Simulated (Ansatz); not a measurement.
# Be4P2O (built on the sites of a database entry of Ca4Sb2O): a soft mode frozen in, part 2 of 3

Wanted: the energy along a soft mode of Be4P2O (built on the sites of a database entry of Ca4Sb2O) and the structure at the end.

Ansatz 0.2.0; DFT PBEsol, scalar-relativistic, plane waves, PAW.

So far. Step 4 (The mode frozen in, largest atomic shift 0.45 Å): The run ends at a pressure of 2.46 GPa, with forces up to 0.53 eV/Å. Step 5 (Energy along the mode, all amplitudes (two of the runs …): The lowest of the steps tried is at 0.45 Å, 52.2 meV/atom below the parent; the bottom of the well need not coincide with a step.

The structure was built from a prototype and need not be the compound's stable phase.

## Step 6: Relaxation from the frozen mode

Starting from the lowest point found, all atoms and the cell are let go, so that strain and other modes of the same symmetry can join in.

input.yaml reads:

```yaml
crystal:
  lattice:
    - [-1.7913590676, 1.7913590676, 5.4716745197]
    - [1.7913590676, -1.7913590676, 5.4716745197]
    - [1.7913590676, 1.7913590676, -5.4716745197]
  atoms:
    - { symbol: Be, position: [0.5, -0.0073506974, 0.4926493026] }
    - { symbol: Be, position: [0.0, 0.5374629746, 0.5374629746] }
    - { symbol: Be, position: [0.343050778, 0.2174478188, -0.1256029593] }
    - { symbol: Be, position: [0.656949222, 0.5313462627, -0.1256029593] }
    - { symbol: P, position: [0.1462780517, 0.1692930964, 0.0230150447] }
    - { symbol: P, position: [0.8537219483, 0.8767369931, 0.0230150447] }
    - { symbol: O, position: [0.5, 0.5354279231, 0.0354279231] }
kpoints:
  mp_grid: { grid: [16, 16, 16] }
hamiltonian:
  xc: pbesol
scf:
  occupations: { method: methfessel_paxton, width: 0.2 }
output:
  forces: true
  stress: true
  eigenvalues: true
relax:
  adjacent_minimum: "off"
  f_tol: 0.002
  max_steps: 120
  cell: { stress_tol: 0.03 }
```

Command:

```
$ ansatz run input.yaml --threads 8 --pin off --max-ram 14336MiB --backend cpu --events-out ev --progress --plain --runs-dir out
```

Numbers of over 12 decimals in the logs are rounded to 6 here.

The program printed:

```text
[...]
Crystal: 7 atoms, lattice volume = 70.234 Å³
Basis set: ecut = 420 eV, 1355 PW (Γ), FFT grids on a1+a3, a2+a3, a3, exchange–correlation on 48×48×90 points (8 copies of the dense FFT grid, shifted against one another)
Bands: 19, of which v1, the nominal top of the filled ones, is band 12 counted from 1 (11 counted from 0)
Symmetry: 4 space group operations
[...]
k-points: 621 of 4096 (time reversal used)
[...]
SCF iter   1: F=—  HF=-2403.922642 eV  |F-HF|=—  |Δ(HF+E_count)|=         —  Δρ=9.15e-3  dr2=4.95e-2  ethr=1.77e-3  ⟨swp⟩=5.8  Hψ=66554  notcnv=0
[...]
SCF iter   6: F=-2403.909887 eV  HF=-2403.909887 eV  |F-HF|=3.41e-8  |Δ(HF+E_count)|=   2.12e-7  S|Δr|=    0.00e0  Δρ=8.11e-6  dr2=7.10e-8  ethr=4.17e-10  ⟨swp⟩=9.2  Hψ=62673  notcnv=0
SCF 1 converged in 6 iterations: F = -2403.909887 eV  dr2 = 7.10e-8
[...]
relax step   1: F+E_penalty+E_count = -2403.90988691 eV  Δ(F+E_penalty+E_count) = +0.000e0 eV  max|allowed force component| = 5.251e-1 eV/Å  Δτ_max = 0.0000 Å  P = +2.457 GPa  Ω = 70.234 Å³  (6 SCF iters, dr2 threshold 1.00e-7 eV, accepted)
Crystal: 7 atoms, lattice volume = 71.247 Å³
Basis set: ecut = 420 eV, 1387 PW (Γ), FFT grids on a1+a3, a2+a3, a3, exchange–correlation on 48×48×90 points (8 copies of the dense FFT grid, shifted against one another)
[...]
iter 1 solved again at ethr=7.64e-5 eV; its pass at ethr=3.10e-3 eV (dr2=1.83e-2 eV) is discarded
[...]
SCF iter   6: F=-2404.107563 eV  HF=-2404.107563 eV  |F-HF|=1.31e-8  |Δ(HF+E_count)|=   3.07e-7  S|Δr|=    0.00e0  Δρ=8.53e-6  dr2=6.45e-8  ethr=2.92e-9  ⟨swp⟩=5.3  Hψ=53616  notcnv=0
SCF 2 converged in 6 iterations: F = -2404.107563 eV  dr2 = 6.45e-8
[...]
relax step   2: F+E_penalty+E_count = -2404.10756342 eV  Δ(F+E_penalty+E_count) = -1.977e-1 eV  max|allowed force component| = 4.806e-1 eV/Å  Δτ_max = 0.0386 Å  P = +0.889 GPa  Ω = 71.247 Å³  energy of the carried Pulay correction = -1.262e-3 eV  (6 SCF iters, dr2 threshold 7.00e-7 eV, accepted)
Crystal: 7 atoms, lattice volume = 71.852 Å³
Basis set: ecut = 420 eV, 1415 PW (Γ), FFT grids on a1+a3, a2+a3, a3, exchange–correlation on 48×48×90 points (8 copies of the dense FFT grid, shifted against one another)
[...]
SCF iter   6: F=-2404.391931 eV  HF=-2404.391931 eV  |F-HF|=1.45e-8  |Δ(HF+E_count)|=   2.08e-7  S|Δr|=    0.00e0  Δρ=1.33e-5  dr2=1.57e-7  ethr=2.92e-9  ⟨swp⟩=6.0  Hψ=57078  notcnv=0
SCF 3 converged in 6 iterations: F = -2404.391931 eV  dr2 = 1.57e-7
[...]
relax step   3: F+E_penalty+E_count = -2404.39193117 eV  Δ(F+E_penalty+E_count) = -2.844e-1 eV  max|allowed force component| = 3.912e-1 eV/Å  Δτ_max = 0.0873 Å  P = +1.013 GPa  Ω = 71.852 Å³  energy of the carried Pulay correction = -2.006e-3 eV  (6 SCF iters, dr2 threshold 7.00e-7 eV, accepted)
[... from here on, the SCF cycles and remarks between the steps are left out ...]
relax step   4: F+E_penalty+E_count = -2404.60735751 eV  Δ(F+E_penalty+E_count) = -2.154e-1 eV  max|allowed force component| = 3.333e-1 eV/Å  Δτ_max = 0.0925 Å  P = +0.523 GPa  Ω = 72.932 Å³  energy of the carried Pulay correction = -3.320e-3 eV  (6 SCF iters, dr2 threshold 7.00e-7 eV, accepted)
relax step   5: F+E_penalty+E_count = -2404.75112524 eV  Δ(F+E_penalty+E_count) = -1.438e-1 eV  max|allowed force component| = 1.428e-1 eV/Å  Δτ_max = 0.1385 Å  P = +0.343 GPa  Ω = 73.484 Å³  energy of the carried Pulay correction = -3.984e-3 eV  (6 SCF iters, dr2 threshold 7.00e-7 eV, accepted)
relax step   6: F+E_penalty+E_count = -2404.77156161 eV  Δ(F+E_penalty+E_count) = -2.044e-2 eV  max|allowed force component| = 2.306e-1 eV/Å  Δτ_max = 0.0626 Å  P = -0.447 GPa  Ω = 74.021 Å³  energy of the carried Pulay correction = -4.625e-3 eV  (6 SCF iters, dr2 threshold 7.00e-7 eV, accepted)
relax step   7: F+E_penalty+E_count = -2404.77743888 eV  Δ(F+E_penalty+E_count) = -5.877e-3 eV  max|allowed force component| = 2.545e-2 eV/Å  Δτ_max = 0.0130 Å  P = +0.052 GPa  Ω = 73.804 Å³  energy of the carried Pulay correction = -4.367e-3 eV  (5 SCF iters, dr2 threshold 7.00e-7 eV, accepted)
relax step   8: F+E_penalty+E_count = -2404.77746432 eV  Δ(F+E_penalty+E_count) = -2.544e-5 eV  max|allowed force component| = 1.427e-2 eV/Å  Δτ_max = 0.0036 Å  P = -0.041 GPa  Ω = 73.823 Å³  energy of the carried Pulay correction = -4.389e-3 eV  (5 SCF iters, dr2 threshold 4.57e-8 eV, accepted)
relax step   9: F+E_penalty+E_count = -2404.77753289 eV  Δ(F+E_penalty+E_count) = -6.857e-5 eV  max|allowed force component| = 4.366e-3 eV/Å  Δτ_max = 0.0009 Å  P = +0.013 GPa  Ω = 73.799 Å³  energy of the carried Pulay correction = -4.361e-3 eV  (4 SCF iters, dr2 threshold 4.41e-8 eV, accepted)
relax step  10: F+E_penalty+E_count = -2404.77752641 eV  Δ(F+E_penalty+E_count) = +6.480e-6 eV  max|allowed force component| = 5.323e-4 eV/Å  Δτ_max = 0.0004 Å  P = +0.001 GPa  Ω = 73.809 Å³  energy of the carried Pulay correction = -4.373e-3 eV  (4 SCF iters, dr2 threshold 5.51e-9 eV, accepted)
relax step  11: F+E_penalty+E_count = -2404.86292228 eV  Δ(F+E_penalty+E_count) = -8.540e-2 eV  max|allowed force component| = 5.162e-2 eV/Å  Δτ_max = 0.0000 Å  P = +1.169 GPa  Ω = 73.809 Å³  stress off target by 3.10e0 GPa  SCF on the basis re-selected at this cell (its energy is not comparable with the rows above)  (7 SCF iters)
relax step  12: F+E_penalty+E_count = -2404.87842984 eV  Δ(F+E_penalty+E_count) = -1.551e-2 eV  max|allowed force component| = 8.904e-2 eV/Å  Δτ_max = 0.0182 Å  P = +0.490 GPa  Ω = 74.338 Å³  energy of the carried Pulay correction = -6.713e-4 eV  (5 SCF iters, dr2 threshold 7.00e-7 eV, accepted)
relax step  13: F+E_penalty+E_count = -2404.87993232 eV  Δ(F+E_penalty+E_count) = -1.502e-3 eV  max|allowed force component| = 6.658e-2 eV/Å  Δτ_max = 0.0107 Å  P = -0.098 GPa  Ω = 74.737 Å³  energy of the carried Pulay correction = -1.190e-3 eV  (5 SCF iters, dr2 threshold 7.00e-7 eV, accepted)
relax step  14: F+E_penalty+E_count = -2404.88036828 eV  Δ(F+E_penalty+E_count) = -4.360e-4 eV  max|allowed force component| = 9.580e-3 eV/Å  Δτ_max = 0.0036 Å  P = -0.001 GPa  Ω = 74.693 Å³  energy of the carried Pulay correction = -1.130e-3 eV  (5 SCF iters, dr2 threshold 2.77e-7 eV, accepted)
relax step  15: F+E_penalty+E_count = -2404.88037752 eV  Δ(F+E_penalty+E_count) = -9.239e-6 eV  max|allowed force component| = 6.395e-3 eV/Å  Δτ_max = 0.0008 Å  P = +0.008 GPa  Ω = 74.688 Å³  energy of the carried Pulay correction = -1.124e-3 eV  (4 SCF iters, dr2 threshold 5.74e-9 eV, accepted)
relax step  16: F+E_penalty+E_count = -2404.88037610 eV  Δ(F+E_penalty+E_count) = +1.412e-6 eV  max|allowed force component| = 5.514e-5 eV/Å  Δτ_max = 0.0003 Å  P = +0.001 GPa  Ω = 74.691 Å³  energy of the carried Pulay correction = -1.128e-3 eV  (4 SCF iters, dr2 threshold 2.56e-9 eV, accepted)
relax step  17: F+E_penalty+E_count = -2404.88213415 eV  Δ(F+E_penalty+E_count) = -1.758e-3 eV  max|allowed force component| = 2.348e-4 eV/Å  Δτ_max = 0.0000 Å  P = +0.019 GPa  Ω = 74.691 Å³  stress off target by 9.67e-2 GPa  SCF on the basis re-selected at this cell (its energy is not comparable with the rows above)  (6 SCF iters)
relax step  18: F+E_penalty+E_count = -2404.88213227 eV  Δ(F+E_penalty+E_count) = +1.875e-6 eV  max|allowed force component| = 4.528e-4 eV/Å  Δτ_max = 0.0008 Å  P = -0.006 GPa  Ω = 74.713 Å³  energy of the carried Pulay correction = -2.604e-5 eV  (4 SCF iters, dr2 threshold 2.34e-8 eV, accepted)
relax step  19: F+E_penalty+E_count = -2404.88213561 eV  Δ(F+E_penalty+E_count) = -3.339e-6 eV  max|allowed force component| = 2.012e-3 eV/Å  Δτ_max = 0.0003 Å  P = +0.001 GPa  Ω = 74.710 Å³  energy of the carried Pulay correction = -2.386e-5 eV  (5 SCF iters, dr2 threshold 2.59e-9 eV, accepted)
relax step  20: F+E_penalty+E_count = -2404.88213686 eV  Δ(F+E_penalty+E_count) = -1.254e-6 eV  max|allowed force component| = 3.077e-4 eV/Å  Δτ_max = 0.0001 Å  P = +0.000 GPa  Ω = 74.710 Å³  energy of the carried Pulay correction = -2.340e-5 eV  (4 SCF iters, dr2 threshold 2.53e-10 eV, accepted)
[...]
SCF iter   4: F=-2404.882160 eV  HF=-2404.882160 eV  |F-HF|=2.27e-12  |Δ(HF+E_count)|=   7.67e-9  S|Δr|=    0.00e0  Δρ=6.80e-8  dr2=4.24e-12  ethr=1.00e-12  ⟨swp⟩=5.4  Hψ=64261  notcnv=0
SCF 21 converged in 4 iterations: F = -2404.882160 eV  dr2 = 4.24e-12
relax step  21: F+E_penalty+E_count = -2404.88216010 eV  Δ(F+E_penalty+E_count) = -2.323e-5 eV  max|allowed force component| = 3.139e-4 eV/Å  Δτ_max = 0.0000 Å  P = +0.000 GPa  Ω = 74.710 Å³  stress off target by 2.85e-3 GPa  SCF on the basis re-selected at this cell (its energy is not comparable with the rows above)  (4 SCF iters)
[...]
SCF converged after 4 iterations
[...]
Free energy (F): -2404.882160 eV
[...]
Internal energy: -2404.882502 eV  (E = F + TS)
E sigma→0 (E₀):  -2404.882245 eV
Entropy (-TS):   0.000341 eV (0.049 meV/atom)
Fermi energy:    8.398216 eV
[...]
--- Forces (eV/Å), atoms counted from 1 ---
  atom   1  Be    -0.00031382     0.00000000     0.00000000
  atom   2  Be    -0.00005464     0.00000000     0.00000000
  atom   3  Be     0.00002724     0.00000000     0.00011789
  atom   4  Be     0.00002724     0.00000000    -0.00011789
  atom   5  P      0.00008048     0.00000000     0.00009414
  atom   6  P      0.00008048     0.00000000    -0.00009414
  atom   7  O      0.00015379     0.00000000     0.00000000
  max |Σ_I F_I| component: 7.88e-7 eV/Å
--- Stress (GPa, compression-positive) ---
        0.002854       0.000000       0.000000
        0.000000      -0.000962       0.000000
        0.000000       0.000000      -0.000772
  P = ⅓ Tr σ = 0.0004 GPa (0.004 kbar)
--- Band table (eV; the first three rows and the last of 621) ---
  k-point 0: bands = [... 8 lower, 6.5385, 6.5756, 6.9575, 6.9812, 9.3391, 10.0527, 11.6401, 12.0796, ... 3 higher]
  k-point 1: bands = [... 8 lower, 6.2210, 6.2347, 6.7891, 7.0425, 9.4955, 10.4870, 11.8401, 12.2781, ... 3 higher]
  k-point 2: bands = [... 8 lower, 5.4673, 5.5671, 6.4510, 7.1910, 9.9543, 11.4034, 11.8772, 12.9446, ... 3 higher]
  k-point 620: bands = [... 8 lower, 5.2870, 6.0066, 6.8123, 8.2305, 8.5340, 10.4775, 11.1834, 11.3526, ... 3 higher]
--- Relaxed structure (18 steps of the walk, 18 accepted, 3 SCFs on fresh bases) ---
  F+E_penalty+E_count = -2404.88216010 eV   max|allowed force component| = 3.139e-4 eV/Å   (the final SCF, on the basis selected at the relaxed cell)
  cell:  # Å, volume = 74.7099 Å³
    - [-2.226403, 1.709159, 4.908311]
    - [2.226403, -1.709159, 4.908311]
    - [2.226403, 1.709159, -4.908311]
  atoms:
    - { symbol: Be, position: [0.5, -0.061597, 0.438403] }
    - { symbol: Be, position: [0, 0.661700, 0.661700] }
    - { symbol: Be, position: [0.354765, 0.187418, -0.167348] }
    - { symbol: Be, position: [0.645235, 0.477887, -0.167348] }
    - { symbol: P, position: [0.155637, 0.179409, 0.023772] }
    - { symbol: P, position: [0.844363, 0.868135, 0.023772] }
    - { symbol: O, position: [0.500000, 0.547413, 0.047413] }
```

It took 5.8 min on 8 threads of Intel Xeon Platinum 8259CL at 2.50GHz (Skylake/Cascade Lake), shared host; peak memory 1.2 GiB.

Step by step:

```
step  energy less that of the first step (eV)  largest force component (eV/Å)  pressure (GPa)  volume (Å³)
   1                                   0.0000                          0.5251            2.46        70.23
   2                                  -0.1977                          0.4806            0.89        71.25
   3                                  -0.4820                          0.3912            1.01        71.85
   4                                  -0.6975                          0.3333            0.52        72.93
   5                                  -0.8412                          0.1428            0.34        73.48
   6                                  -0.8617                          0.2306           -0.45        74.02
   7                                  -0.8676                          0.0255            0.05        73.80
   8                                  -0.8676                          0.0143           -0.04        73.82
   9                                  -0.8676                          0.0044            0.01        73.80
  10                                  -0.8676                          0.0005            0.00        73.81
 11*                                  -0.9530                          0.0516            1.17        73.81
  12                                  -0.9685                          0.0890            0.49        74.34
  13                                  -0.9700                          0.0666           -0.10        74.74
  14                                  -0.9705                          0.0096            0.00        74.69
  15                                  -0.9705                          0.0064            0.01        74.69
  16                                  -0.9705                          0.0001            0.00        74.69
 17*                                  -0.9722                          0.0002            0.02        74.69
  18                                  -0.9722                          0.0005           -0.01        74.71
  19                                  -0.9722                          0.0020            0.00        74.71
  20                                  -0.9723                          0.0003            0.00        74.71
 21*                                  -0.9723                          0.0003            0.00        74.71
```

Relaxation steps marked * repeat the geometry before them on a plane-wave basis chosen anew for their cell, so energy and pressure can jump there.

The run keeps the 4 symmetry operations that it works with, so distortions that break them were not tested.

```
     cell as run  before   after   change
           a (Å)   6.030   5.654   -6.2 %
           b (Å)   6.030   5.654   -6.2 %
           c (Å)   6.030   5.654   -6.2 %
           α (°)  145.43  133.62   -8.1 %
           β (°)  145.43  144.81   -0.4 %
           γ (°)   49.69   59.53  +19.8 %
volume (Å³/atom)   10.03   10.67   +6.4 %
```

The atoms that moved most (Å, as changes of fractional coordinates times the final cell):

```
atom      dx     dy      dz  length
 Be2   0.553  0.000   0.000   0.553
 Be1  -0.242  0.000   0.000   0.242
 Be4  -0.186  0.000  -0.115   0.219
 Be3  -0.186  0.000   0.115   0.219
  P5   0.003  0.000   0.092   0.092
  P6   0.003  0.000  -0.092   0.092
  O7   0.053  0.000   0.000   0.053
```

This step gave:

| Property | Result |
| --- | --- |
| pressure | 3.73e-4 GPa |
| volume per atom | 10.67 Å³ |
| gap on the k-mesh | 0 eV |

The distorted start has space group Imm2; the relaxation ends in Imm2.

## Step 7: The new phase in its own primitive cell

The relaxed structure is symmetrised, reduced to its primitive cell and relaxed tightly, as its phonons need.

input.yaml reads:

```yaml
crystal:
  lattice:
    - [-1.7091588496, 4.9083105748, 2.226402805]
    - [1.7091588496, -4.9083105748, 2.226402805]
    - [1.7091588496, 4.9083105748, -2.226402805]
  atoms:
    - { symbol: Be, position: [0.0615974231, 0.5615974231, 0.5] }
    - { symbol: Be, position: [0.3383004698, 0.3383004698, 0.0] }
    - { symbol: Be, position: [0.5221130374, 0.1673476767, 0.3547653606] }
    - { symbol: Be, position: [0.8125823161, 0.1673476767, 0.6452346394] }
    - { symbol: P, position: [0.1318647401, 0.9762278417, 0.1556368984] }
    - { symbol: P, position: [0.8205909433, 0.9762278417, 0.8443631016] }
    - { symbol: O, position: [0.452586699, 0.952586699, 0.5] }
kpoints:
  mp_grid: { grid: [14, 14, 14] }
hamiltonian:
  xc: pbesol
scf:
  occupations: { method: methfessel_paxton, width: 0.2 }
output:
  forces: true
  stress: true
  eigenvalues: true
relax:
  adjacent_minimum: "off"
  f_tol: 0.001
  max_steps: 60
  cell: { stress_tol: 0.01 }
```

The program printed:

```text
[...]
Crystal: 7 atoms, lattice volume = 74.710 Å³
Basis set: ecut = 420 eV, 1463 PW (Γ), FFT grids on a1+a2, a2+a3, a3, exchange–correlation on 60×48×80 points (8 copies of the dense FFT grid, shifted against one another)
Bands: 19, of which v1, the nominal top of the filled ones, is band 12 counted from 1 (11 counted from 0)
Symmetry: 4 space group operations
[...]
- [1.709151, 4.908152, -2.226498]
  atoms:
    - { symbol: Be, position: [0.061609, 0.561609, 0.500000] }
    - { symbol: Be, position: [0.338298, 0.338298, 0.0] }
    - { symbol: Be, position: [0.522113, 0.167345, 0.354769] }
    - { symbol: Be, position: [0.812576, 0.167345, 0.645231] }
    - { symbol: P, position: [0.131868, 0.976230, 0.155638] }
    - { symbol: P, position: [0.820592, 0.976230, 0.844362] }
    - { symbol: O, position: [0.452579, 0.952579, 0.500000] }
[key lines of the parts left out:]
SCF converged after 5 iterations
Free energy (F): -2404.882230 eV
Fermi energy:    8.408920 eV
P = ⅓ Tr σ = -0.0010 GPa (-0.010 kbar)
```

Wall time 37 s (8 threads); peak memory 0.98 GiB; 4.6 min of CPU time.

Little changed from the start: no atom moved by 0.005 Å and no cell edge by 0.1 %.

Numbers from this step:

```yaml
pressure: -9.98e-4 GPa
```

The largest force component left is 0.62 meV/Å and the pressure is -0.001 GPa, within the tolerances set. The cell now holds 10.67 Å³/atom.

(Continued in part 3 of 3.)

[Logs are printed without paths, hosts, clocks, repeated set-up lines and the standing remarks that a program may print on its own settings, such as how far it seeks lower states.]

[Hosts, paths, dates, database ids (printed as entryN), source tags and the programs' standing remarks are cut or masked in the printed files.]
